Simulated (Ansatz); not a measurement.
# HfC (Fm-3m) under uniaxial strain along [001], part 2 of 2

Wanted: the shifts of the zone-centre modes of HfC (Fm-3m) with strain.

Ansatz 0.2.0; DFT PBEsol, scalar-relativistic, plane waves, PAW; PAW set soft_1.

So far, highest optical mode at the zone centre (no LO-TO term) (cm⁻¹): step 4 (zone-centre response at rest) 453; step 6 (strain 4 %) 467.

The database entry behind the starting cell differs from later determinations by our own check (about 0.2 % long), so it need not match the best structure at ambient conditions.

### 7. Relaxation of a member: uniaxial strain of -4 % along [001] (continued)

The steps of the relaxation:

```
step  energy less that of the first step (eV)  largest force component (eV/Å)  pressure (GPa)  volume (Å³)
   1                                   0.0000                          0.0000            9.11        23.71
   2                                  -0.0001                          0.0000            7.81        23.83
   3                                  -0.0002                          0.0000            8.21        23.79
  4*                                  -0.0003                          0.0000            8.21        23.79
```

Relaxation steps marked * repeat the geometry before them on a plane-wave basis chosen anew for their cell, so energy and pressure can jump there.

Forces are held to the 16 operations that the run works with; a distortion that breaks them can't arise in this run.

```
conventional cell, symmetrised  before  after  change
                         a (Å)   3.274  3.280  +0.2 %
                         b (Å)   3.274  3.280  +0.2 %
                         c (Å)   4.423  4.423  +0.0 %
              volume (Å³/atom)   11.85  11.90  +0.4 %
```

The relaxed structure:

```xyz
2
Lattice="0.0000 2.3193 2.2114 2.3193 0.0000 2.2114 2.3193 2.3193 0.0000" Properties=species:S:1:pos:R:3 pbc="T T T"
C     0.0000    0.0000    0.0000
Hf    2.3193    2.3193    2.2114
```

Numbers from this step:

```yaml
pressure: 8.213 GPa
volume_per_atom: 11.90 Å³
```

The forces vanish by symmetry.

### 8. Zone-centre modes of the member: uniaxial strain of -4 % along [001]

The zone-centre modes follow for uniaxial strain of -4 % along [001].

File input.yaml:

```yaml
crystal:
  lattice:
    - [0.0, 2.3193259042, 2.2114368677]
    - [2.3193259042, 0.0, 2.2114368677]
    - [2.3193259042, 2.3193259042, 0.0]
  atoms:
    - { symbol: C, position: [0.0, 0.0, 0.0] }
    - { symbol: Hf, position: [0.5, 0.5, 0.5] }
kpoints:
  mp_grid: { grid: [16, 16, 16] }
hamiltonian:
  xc: pbesol
  pseudopotentials: { kind: paw, azcp: { folder: soft_1 }, xc_functional: pbe }
scf:
  occupations: { method: methfessel_paxton, width: 0.2 }
output:
  eigenvalues: true
phonons:
  method: dfpt
```

On the command line:

```sh
> ansatz run input.yaml --threads 4 --pin off --max-ram 10240MiB --backend cpu --events-out ev --progress --plain --runs-dir out
```

The job ended after 41 s (4 threads of Arm Neoverse V1, shared host; peak memory 1.1 GiB; 2.4 min of CPU time).

This step gave:

| Item | Value |
| --- | --- |
| sum-rule residual before enforcement | 1.64e-5 eV/Å² |
| highest optical mode at the zone centre (no LO-TO term) | 587.4 cm⁻¹ |
| lowest optical zone-centre mode | 420.7 cm⁻¹ |

Patterns of degenerate modes are one choice out of their space. Modes at Γ, with each element's share of the kinetic energy:

```
mode  frequency (cm⁻¹)  symmetry  C %  Hf %
   1               0.0  acoustic    6    94
   2               0.0  acoustic    6    94
   3               0.0  acoustic    6    94
   4             420.7        Eu   94     6
   5             420.7        Eu   94     6
   6             587.4       A2u   94     6
```

The lowest optical mode is real, 421 cm⁻¹, and the highest lies at 587.4 cm⁻¹.

For the highest optical mode at the zone centre (no LO-TO term), step 4 gave 453 cm⁻¹; this run, with strain -4 %, gives 587 cm⁻¹ (+30 %).

### 9. All members side by side

The members are set side by side, also those not shown above.

Stress is positive in compression; energies are extrapolated to zero smearing, and E0 is that at rest; the edges not held and the atoms are relaxed in each cell; all runs use 16×16×16 k points and Methfessel-Paxton smearing of 0.2 eV. State of the crystal along the series:

```
strain (%)  stress along the axis (GPa)  free strain along [100] (%)  free strain along [010] (%)  E - E0 (meV/atom)
        -4                        24.64                       0.6835                       0.6835              35.26
        -3                        17.54                       0.5071                       0.5071              19.05
        -2                        11.08                       0.3354                       0.3354              8.124
        -1                        5.256                       0.1661                       0.1661              1.951
         0                     -2.85e-4                            0                            0                  0
         1                       -4.759                      -0.1599                      -0.1599              1.818
         2                       -9.061                      -0.3143                      -0.3143              7.047
         3                       -12.93                      -0.4619                      -0.4619              15.35
         4                       -16.39                      -0.6034                      -0.6034              26.41
```

Optical modes are counted from below at rest and tracked from member to member by their patterns, and modes that stay within 0.3 cm⁻¹ of each other stand once; labels, where given, are those at rest; the edges not held and the atoms are relaxed in each cell; all runs use 16×16×16 k points and Methfessel-Paxton smearing of 0.2 eV. Optical modes along the series:

```
strain (%)  optical mode 1 T1u, singlet (cm⁻¹)  optical mode 2 T1u, doublet (cm⁻¹)
        -4                               587.4                               420.7
        -3                               550.4                               431.6
        -2                               515.2                               440.2
        -1                               482.6                                 447
         0                               452.6                               452.6
         1                               424.4                               457.1
         2                               397.4                               460.9
         3                               371.5                               464.3
         4                               346.5                               467.4
```

Value and slope at zero strain of a cubic (a lower polynomial where under five rows exist) through the rows within 2 % of rest. Slopes at rest:

```
                       mode  frequency (cm⁻¹)  shift per percent of strain (cm⁻¹)  shift per GPa of compressive stress (cm⁻¹)
optical mode 1 T1u, singlet             452.6                              -29.03                                        5.81
optical mode 2 T1u, doublet             452.6                                4.97                                       -0.99
```

### 10. Results

| Quantity | Value |
| --- | --- |
| members | 9 |
| highest optical mode at the zone centre (no LO-TO term), at rest | 452.6 cm⁻¹ |
| Young’s modulus along [001] | 500 GPa |
| optical mode 1 T1u, singlet, shift per percent | -29.03 cm⁻¹ |
| optical mode 2 T1u, doublet, shift per percent | 4.97 cm⁻¹ |

**Reading.** The stress changes by 5.00 GPa for each percent, a Young’s modulus of 500 GPa along [001]. For each percent the free edge responds with -0.16 %. The strain lowers the symmetry: the level at 452.6 cm⁻¹ splits, into 587.4 and 420.7 cm⁻¹ at -4 %. Within 2 % of rest optical mode 2 T1u, doublet bends away from a straight line, so a single slope holds only near rest. The fastest shift in the table of slopes is -29.0 cm⁻¹ for each percent (optical mode 1 T1u, singlet), or 5.8 cm⁻¹ for each GPa of compressive stress. For small strain, the measured shift of a line that Raman or infrared light can see, divided by its slope, estimates the stress, if the state of stress is of this kind. These are harmonic frequencies at zero temperature: anharmonic shifts, linewidths and thermal expansion are left out. Spin-orbit coupling is left out, which can matter for the heavy elements here. With no gap, or one that is small against the smearing, the frequencies hang on the k mesh and the smearing, most of all near Kohn anomalies. The PAW files were made for PBE; the program adapts parts of them to the functional of the run, but their partial waves stay those of PBE, an approximation that was not tested in this session. Only the zone centre was solved, so an instability at another wavevector cannot show here.

[Logs are printed without paths, hosts, clocks, repeated set-up lines and the standing remarks that a program may print on its own settings, such as how far it seeks lower states.]

[Hosts, paths, dates, database ids (printed as entryN), source tags and the programs' standing remarks are cut or masked in the printed files.]
